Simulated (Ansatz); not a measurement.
# InSiMo in the AlB2 type: lattice stability ahead of a resistivity run

Question: is the lattice of InSiMo in the AlB2 type stable, and if so, what are its coupling constant and resistivity?

Program: Ansatz 0.2.0. Level of theory: DFT PBEsol, scalar-relativistic, plane waves, PAW; PAW set soft_1. Results are calculated unless marked as measured.

This is a report of a sequence of runs, with most program output left out.

The structure was built from a prototype and need not be the compound's stable phase.

### 1. Starting point

Symmetry: P-6m2, No. 187, hexagonal system. The conventional cell has a = 4.079 Å, b = 4.079 Å, c = 4.283 Å, α = 90.00°, β = 90.00°, γ = 120.00°. Mo has 6 In at 3.18 Å and 6 Si at 3.18 Å nearest. Si has 3 In at 2.36 Å and 6 Mo at 3.18 Å nearest. In has 3 Si at 2.36 Å and 6 Mo at 3.18 Å nearest. Farther neighbours are not listed.

### 2. Relaxing cell and atoms

Lattice constant and positions set the bands and the force constants, so the cell is relaxed first.

Input file input.yaml:

```yaml
crystal:
  lattice:
    - [4.07932, 0.0, 0.0]
    - [-2.03966, 3.53279, 0.0]
    - [0.0, 0.0, 4.28328]
  atoms:
    - { symbol: Mo, position: [0.0, 0.0, 0.0] }
    - { symbol: Si, position: [0.33333333, 0.66666667, 0.5] }
    - { symbol: In, position: [0.66666667, 0.33333333, 0.5] }
kpoints:
  mp_grid: { grid: [9, 9, 8] }
hamiltonian:
  xc: pbesol
  pseudopotentials: { kind: paw, azcp: { folder: soft_1 }, xc_functional: pbe }
scf:
  occupations: { method: gaussian, width: 0.1 }
output:
  forces: true
  stress: true
  eigenvalues: true
relax:
  adjacent_minimum: "off"
  f_tol: 0.005
  max_steps: 80
  cell: { stress_tol: 0.05 }
```

Started as:

```
$ ansatz run input.yaml --threads 4 --pin off --max-ram 12288MiB --backend cpu --events-out ev --progress --plain --runs-dir out
```

It took 26 s on 4 threads of Arm Neoverse V2, shared host; peak memory 0.44 GiB.

Step by step:

| step | energy less that of the first step (eV) | largest force component (eV/Å) | pressure (GPa) | volume (Å³) |
| --- | --- | --- | --- | --- |
| 1 | 0.0000 | 0.0000 | -4.73 | 61.73 |
| 2 | -0.4459 | 0.0000 | -4.51 | 59.60 |
| 3 | -0.9063 | 0.0000 | -4.26 | 57.51 |
| 4 | -1.3740 | 0.0000 | -3.95 | 55.38 |
| 5 | -1.8277 | 0.0000 | -3.17 | 53.17 |
| 6 | -2.2654 | 0.0000 | -1.32 | 50.98 |
| 7 | -2.6774 | 0.0000 | 0.58 | 49.27 |
| 8 | -3.0649 | 0.0000 | 3.92 | 48.00 |
| 9 | -3.2561 | 0.0000 | 4.66 | 48.38 |
| 10 | -3.2814 | 0.0000 | -3.04 | 50.55 |
| 11 | -3.2929 | 0.0000 | 1.07 | 49.20 |
| 12 | -3.2940 | 0.0000 | -0.06 | 49.58 |
| 13 | -3.2940 | 0.0000 | 0.00 | 49.56 |
| 14* | -3.2964 | 0.0000 | 0.13 | 49.56 |
| 15 | -3.2964 | 0.0000 | 0.00 | 49.61 |
| 16* | -3.2964 | 0.0000 | 0.00 | 49.61 |

Relaxation steps marked * repeat the geometry before them on a plane-wave basis chosen anew for their cell, so energy and pressure can jump there.

The run keeps the 12 symmetry operations that it works with, so distortions that break them were not tested.

| cell as run | before | after | change |
| --- | --- | --- | --- |
| a (Å) | 4.079 | 4.624 | +13.3 % |
| b (Å) | 4.079 | 4.624 | +13.3 % |
| c (Å) | 4.283 | 2.679 | -37.4 % |
| volume (Å³/atom) | 20.58 | 16.54 | -19.6 % |

The relaxed structure:

```
Mo Si In
1.0
     4.62377    0.00000    0.00000
    -2.31189    4.00430    0.00000
     0.00000    0.00000    2.67938
Mo Si In
1 1 1
Direct
  0.00000 0.00000 0.00000
  0.33333 0.66667 0.50000
  0.66667 0.33333 0.50000
```

Numbers from this step:

```
pressure          : 0.004838 GPa
volume per atom   : 16.54 Å³/atom
metallic on mesh  : yes
gap on the k-mesh : 0 eV
```

The largest force is now zero by symmetry and the largest stress component 0.0062 GPa.

### 3. Relaxing cell and atoms

The cell moved far, so the relaxation is started again from the new cell to confirm it.

input.yaml, the sections that differ from step 2:

```yaml
crystal:
  lattice:
    - [4.6237725277, 0.0, 0.0]
    - [-2.3118862638, 4.0043044703, 0.0]
    - [0.0, 0.0, 2.6793846489]
  atoms:
    - { symbol: Mo, position: [0.0, 0.0, 0.0] }
    - { symbol: Si, position: [0.3333333333, 0.6666666667, 0.5] }
    - { symbol: In, position: [0.6666666667, 0.3333333333, 0.5] }
kpoints:
  mp_grid: { grid: [9, 9, 12] }
# hamiltonian, scf, output, relax: as in step 2
```

Wall time 4.7 s (4 threads); peak memory 0.43 GiB; 18 s of CPU time.

Little changed from the start: no atom moved by 0.005 Å and no cell edge by 0.1 %.

This step gave:

- pressure: 0.03021 GPa

The largest force is now zero by symmetry and the largest stress component 0.047 GPa.

### 4. Relaxing tightly for phonons

No force is left; the cell is relaxed once more with another smearing and tight thresholds.

input.yaml, the sections that differ from step 3:

```yaml
kpoints:
  mp_grid: { grid: [6, 6, 12] }
scf:
  occupations: { method: methfessel_paxton, width: 0.2 }
relax:
  adjacent_minimum: "off"
  f_tol: 0.001
  max_steps: 60
  cell: { stress_tol: 0.01 }
# crystal, hamiltonian, output: as in step 3
```

Run time: 5.6 s. Hardware: 4 threads; peak memory 0.41 GiB; 21 s of CPU time.

Relaxation path:

| step | energy less that of the first step (eV) | largest force component (eV/Å) | pressure (GPa) | volume (Å³) |
| --- | --- | --- | --- | --- |
| 1 | 0.0000 | 0.0000 | 0.22 | 49.61 |
| 2 | -0.0001 | 0.0000 | -0.23 | 49.78 |
| 3 | -0.0002 | 0.0000 | 0.02 | 49.71 |
| 4 | -0.0002 | 0.0000 | 0.00 | 49.71 |
| 5 | -0.0002 | 0.0000 | 0.00 | 49.71 |

The log counts 1 steps on a newly chosen plane-wave basis, not all of them marked here; energy and pressure can jump at such steps.

| conventional cell, symmetrised | before | after | change |
| --- | --- | --- | --- |
| a (Å) | 4.624 | 4.631 | +0.2 % |
| b (Å) | 4.624 | 4.631 | +0.2 % |
| c (Å) | 2.679 | 2.677 | -0.1 % |
| volume (Å³/atom) | 16.54 | 16.57 | +0.2 % |

The relaxed structure:

```
Mo Si In
1.0
     4.63082    0.00000    0.00000
    -2.31541    4.01041    0.00000
     0.00000    0.00000    2.67672
Mo Si In
1 1 1
Cartesian
  0.0000 0.0000 0.0000
  0.0000 2.6736 1.3384
  2.3154 1.3368 1.3384
```

Numbers from this step:

```yaml
pressure: -8.77e-4 GPa
volume_per_atom: 16.57 Å³/atom
```

The largest force is now zero by symmetry and the largest stress component 0.0017 GPa, small enough for phonons.

### 5. Lattice stability: q 2×2×2, k 4×4×6

Before any scattering is computed, the phonons show whether the structure is a minimum.

Input file input.yaml:

```yaml
crystal:
  lattice:
    - [4.6308208993, 0.0, 0.0]
    - [-2.3154104496, 4.0104085392, 0.0]
    - [0.0, 0.0, 2.6767169675]
  atoms:
    - { symbol: Mo, position: [0.0, 0.0, 0.0] }
    - { symbol: Si, position: [0.3333333333, 0.6666666667, 0.5] }
    - { symbol: In, position: [0.6666666667, 0.3333333333, 0.5] }
kpoints:
  mp_grid: { grid: [4, 4, 6] }
hamiltonian:
  xc: pbesol
  pseudopotentials: { kind: paw, azcp: { folder: soft_1 }, xc_functional: pbe }
scf:
  occupations: { method: methfessel_paxton, width: 0.2 }
output:
  eigenvalues: true
phonons:
  method: dfpt
  qmesh: [2, 2, 2]
  temperatures: { t_max: 1000, t_step: 50 }
  qpath:
    path:
      - [[0.0, 0.0, 0.0], [0.5, 0.0, 0.0], [0.33333333, 0.33333333, 0.0], [0.0, 0.0, 0.0], [0.0, 0.0, 0.5], [0.5, 0.0, 0.5], [0.33333333, 0.33333333, 0.5], [0.0, 0.0, 0.5]]
      - [[0.5, 0.0, 0.5], [0.5, 0.0, 0.0]]
      - [[0.33333333, 0.33333333, 0.5], [0.33333333, 0.33333333, 0.0]]
    npoints: 10
```

Wall time 19 s (4 threads); peak memory 0.49 GiB.

This step gave:

```
share of imaginary modes in the plain interpolation between solved wavevectors : 0.2167
highest frequency, solved or plainly interpolated                              : 294.6 cm⁻¹
```

Solved on the 2×2×2 mesh alone; all other wavevectors are interpolated. Phonon branches along the path, in cm⁻¹:

| point | branch 1 | branch 2 | branch 3 | branch 4 | branch 5 | branch 6 | branch 7 | branch 8 | branch 9 |
| --- | --- | --- | --- | --- | --- | --- | --- | --- | --- |
| Γ | -131 | 0 | 0 | 0 | 70 | 82 | 82 | 241 | 241 |
| halfway | -131 | -62 | -35 | 55 | 57 | 130 | 145 | 252 | 257 |
| M | -128 | -71 | -58 | 57 | 124 | 138 | 147 | 274 | 276 |
| halfway | -122 | -80 | -26 | 54 | 110 | 125 | 169 | 263 | 288 |
| K | -112 | -95 | 51 | 57 | 92 | 121 | 179 | 259 | 295 |
| halfway | -130 | -48 | -44 | 48 | 54 | 135 | 154 | 251 | 266 |
| Γ | -131 | 0 | 0 | 0 | 70 | 82 | 82 | 241 | 241 |
| halfway | -76 | -76 | -63 | 66 | 66 | 98 | 179 | 244 | 244 |
| A | -119 | -119 | 30 | 57 | 57 | 157 | 249 | 249 | 249 |
| halfway | -92 | -45 | 47 | 63 | 134 | 150 | 249 | 252 | 259 |
| L | -53 | 36 | 94 | 101 | 146 | 172 | 250 | 256 | 267 |
| halfway | 16 | 17 | 90 | 118 | 144 | 171 | 249 | 250 | 274 |
| H | -16 | 72 | 76 | 132 | 142 | 171 | 245 | 250 | 278 |
| halfway | -79 | 10 | 32 | 83 | 143 | 148 | 249 | 250 | 263 |
| A | -119 | -119 | 30 | 57 | 57 | 157 | 249 | 249 | 249 |
| jump to L | -53 | 36 | 94 | 101 | 146 | 172 | 250 | 256 | 267 |
| halfway | -65 | 12 | 89 | 112 | 114 | 141 | 183 | 265 | 270 |
| M | -128 | -71 | -58 | 57 | 124 | 138 | 147 | 274 | 276 |
| jump to H | -16 | 72 | 76 | 132 | 142 | 171 | 245 | 250 | 278 |
| halfway | -4 | 40 | 92 | 98 | 109 | 160 | 182 | 252 | 286 |
| K | -112 | -95 | 51 | 57 | 92 | 121 | 179 | 259 | 295 |

Among the solved wavevectors the lowest mode, translations apart, is -131 cm⁻¹, imaginary.

### 6. Lattice stability: q 3×3×3, k 6×6×9

An imaginary mode on so few k-points may come from the sampling, so the phonons are repeated with another q and k mesh.

Edit input.yaml of step 5 so:

```diff
@@ -10,3 +10,3 @@
 kpoints:
-  mp_grid: { grid: [4, 4, 6] }
+  mp_grid: { grid: [6, 6, 9] }
 hamiltonian:
@@ -20,3 +20,3 @@
   method: dfpt
-  qmesh: [2, 2, 2]
+  qmesh: [3, 3, 3]
   temperatures: { t_max: 1000, t_step: 50 }
```

It took 95 s on 4 threads; peak memory 0.77 GiB; 6.1 min of CPU time.

This step gave:

| Item | Value |
| --- | --- |
| share of imaginary modes in the plain interpolation between solved wavevectors | 0.1581 |
| highest frequency, solved or plainly interpolated | 281.9 cm⁻¹ |

Solved on the 3×3×3 mesh alone; all other wavevectors are interpolated. Phonon branches along the path, in cm⁻¹:

| point | branch 1 | branch 2 | branch 3 | branch 4 | branch 5 | branch 6 | branch 7 | branch 8 | branch 9 |
| --- | --- | --- | --- | --- | --- | --- | --- | --- | --- |
| Γ | -136 | 0 | 0 | 0 | 74 | 80 | 80 | 261 | 261 |
| halfway | -141 | -51 | -46 | 43 | 62 | 120 | 130 | 253 | 268 |
| M | -136 | -82 | -66 | 58 | 58 | 132 | 138 | 260 | 276 |
| halfway | -130 | -88 | -63 | 52 | 54 | 91 | 163 | 257 | 279 |
| K | -118 | -99 | -52 | 41 | 51 | 56 | 170 | 257 | 282 |
| halfway | -140 | -54 | -53 | 51 | 58 | 106 | 149 | 251 | 271 |
| Γ | -136 | 0 | 0 | 0 | 74 | 80 | 80 | 261 | 261 |
| halfway | -33 | -33 | 82 | 82 | 91 | 122 | 185 | 256 | 256 |
| A | -56 | -56 | 78 | 78 | 173 | 177 | 255 | 255 | 257 |
| halfway | 56 | 66 | 80 | 87 | 180 | 190 | 254 | 258 | 260 |
| L | 25 | 107 | 108 | 124 | 181 | 209 | 251 | 253 | 262 |
| halfway | 14 | 101 | 119 | 135 | 179 | 208 | 247 | 252 | 265 |
| H | -9 | 100 | 129 | 143 | 176 | 207 | 242 | 252 | 266 |
| halfway | 46 | 73 | 96 | 97 | 180 | 194 | 253 | 256 | 262 |
| A | -56 | -56 | 78 | 78 | 173 | 177 | 255 | 255 | 257 |
| jump to L | 25 | 107 | 108 | 124 | 181 | 209 | 251 | 253 | 262 |
| halfway | -41 | 68 | 98 | 111 | 122 | 150 | 183 | 257 | 270 |
| M | -136 | -82 | -66 | 58 | 58 | 132 | 138 | 260 | 276 |
| jump to H | -9 | 100 | 129 | 143 | 176 | 207 | 242 | 252 | 266 |
| halfway | -48 | 63 | 97 | 105 | 133 | 154 | 183 | 250 | 274 |
| K | -118 | -99 | -52 | 41 | 51 | 56 | 170 | 257 | 282 |

Lowest modes at the softest wavevector of the mesh. Modes at q = (0.000, -0.333, 0.000), with each element's share of the kinetic energy (negative means imaginary):

| mode | frequency (cm⁻¹) | Mo % | Si % | In % |
| --- | --- | --- | --- | --- |
| 1 | -140.4 | 33 | 67 | 1 |
| 2 | -62.3 | 62 | 31 | 7 |
| 3 | -58.9 | 35 | 15 | 49 |
| 4 | 51.7 | 82 | 2 | 15 |
| 5 | 58.5 | 6 | 2 | 92 |
| 6 | 130.9 | 63 | 15 | 22 |

Displacements in mode 1 (-140.4 cm⁻¹), the largest set to 1, in the home cell (x, y, z of the real part, then of the imaginary part):
```
Mo1  0.00  0.00  0.03  0.00  0.00 -0.38
Si2  0.00  0.00  1.00  0.00  0.00  0.01
In3  0.00  0.00 -0.04  0.00  0.00 -0.02
```

Displacements in mode 5 (58.5 cm⁻¹), the largest set to 1, in the home cell (x, y, z of the real part, then of the imaginary part):
```
Mo1  0.00  0.00 -0.27  0.00  0.00 -0.05
Si2  0.00  0.00  0.13  0.00  0.00  0.28
In3  0.00  0.00  1.00  0.00  0.00 -0.05
```

The modes has structure finer than the step of the table below, so its rows give means over 20 cm⁻¹, whole bins alone (the curve runs from -151 to 300 cm⁻¹). Peaks (cm⁻¹: height): In 90.3: 0.0170, 121.5: 0.0164, 152.7: 0.0182, 175.4: 0.0113, 201.0: 0.0105, 218.0: 0.00955, 254.9: 0.0241; Mo -51.7: 0.00825, 101.6: 0.0262, 121.5: 0.0241, 175.4: 0.00968; Si 175.4: 0.0155, 254.9: 0.0903.

Phonopy on the run's constants, 15x15x21 mesh, Gaussian sigma 3.2 cm⁻¹. The modes by wavenumber; means over each step; values in 1/cm⁻¹/cell:

| wavenumber (cm⁻¹) | In | Mo | Si |
| --- | --- | --- | --- |
| -140 | 2.1e-5 | 0.00151 | 0.00354 |
| -120 | 3.6e-5 | 0.00163 | 0.00450 |
| -100 | 5.7e-5 | 0.00109 | 0.00263 |
| -80 | 4.3e-4 | 0.00275 | 0.00254 |
| -60 | 0.00647 | 0.00615 | 0.00376 |
| -40 | 0.00730 | 0.00727 | 0.00497 |
| -20 | 0.00546 | 0.00457 | 0.00272 |
| 0 | 0.00180 | 0.00140 | 5.3e-4 |
| 20 | 0.00525 | 0.00368 | 0.00159 |
| 40 | 0.00492 | 0.00731 | 0.00147 |
| 60 | 0.00941 | 0.0162 | 0.00301 |
| 80 | 0.0127 | 0.0189 | 0.00537 |
| 100 | 0.0133 | 0.0241 | 0.00482 |
| 120 | 0.0137 | 0.0204 | 0.00629 |
| 140 | 0.0108 | 0.00901 | 0.00556 |
| 160 | 0.0111 | 0.00767 | 0.00690 |
| 180 | 0.00535 | 0.00791 | 0.00849 |
| 200 | 0.00488 | 0.00721 | 3.6e-4 |
| 220 | 0.00488 | 4.0e-4 | 3.3e-4 |
| 240 | 0.00925 | 2.0e-4 | 0.00746 |
| 260 | 0.0180 | 5.6e-4 | 0.0601 |
| 280 | 0.00501 | 9.9e-5 | 0.0131 |

No LO-TO term; unit eigenvectors of the mass-weighted matrix. The modes at Γ (shares of kinetic energy by element, %) (negative means imaginary):

| mode | frequency (cm⁻¹) | symmetry | Mo % | Si % | In % |
| --- | --- | --- | --- | --- | --- |
| 1 | -136.4 | A2'' | 21 | 79 | 0 |
| 2 | 0.0 | unnamed | 40 | 12 | 48 |
| 3 | 0.0 | unnamed | 40 | 12 | 48 |
| 4 | 0.0 | unnamed | 40 | 12 | 48 |
| 5 | 74.5 | A2'' | 39 | 9 | 52 |
| 6 | 80.5 | E' | 57 | 23 | 20 |
| 7 | 80.5 | E' | 57 | 23 | 20 |
| 8 | 260.8 | E' | 3 | 65 | 32 |
| 9 | 260.8 | E' | 3 | 65 | 32 |

Displacements in mode 1 (-136.4 cm⁻¹), the largest set to 1:
```
Mo1  0.00  0.00 -0.28
Si2  0.00  0.00  1.00
In3  0.00  0.00 -0.01
```

Displacements in mode 8 (260.8 cm⁻¹), the largest set to 1:
```
Mo1  0.12  0.00  0.00
Si2  1.00  0.00  0.00
In3 -0.35  0.00  0.00
```

Among the solved wavevectors the lowest mode, translations apart, is -140 cm⁻¹, imaginary.

### 7. What came out

```yaml
phonon_run_of_the_rows_without_a_label_of_their_own: PBEsol, q 3×3×3, k 6×6×9
softest_mode_on_the_q_mesh: -140 cm⁻¹ at q = (0, -0.333, 0)
highest_frequency_solved_or_plainly_interpolated: 282 cm⁻¹
```

In words: The lattice is dynamically unstable at this level: a mode at q = (0, -0.333, 0) is imaginary, 140i cm⁻¹, so no harmonic coupling constant or resistivity is defined for this structure. These meshes are coarse, and single modes of a metal can move by tens of cm⁻¹ with the k mesh. The phonon runs are not spin-polarised. The PAW files were made for PBE; under other functionals the run regenerates their frozen core. The structure was built by hand as an ordered model, and its stability against other phases was not tested.

[Logs are printed without paths, hosts, clocks, repeated set-up lines and the standing remarks that a program may print on its own settings, such as how far it seeks lower states.]

[Hosts, paths, dates, database ids (printed as entryN), source tags and the programs' standing remarks are cut or masked in the printed files.]
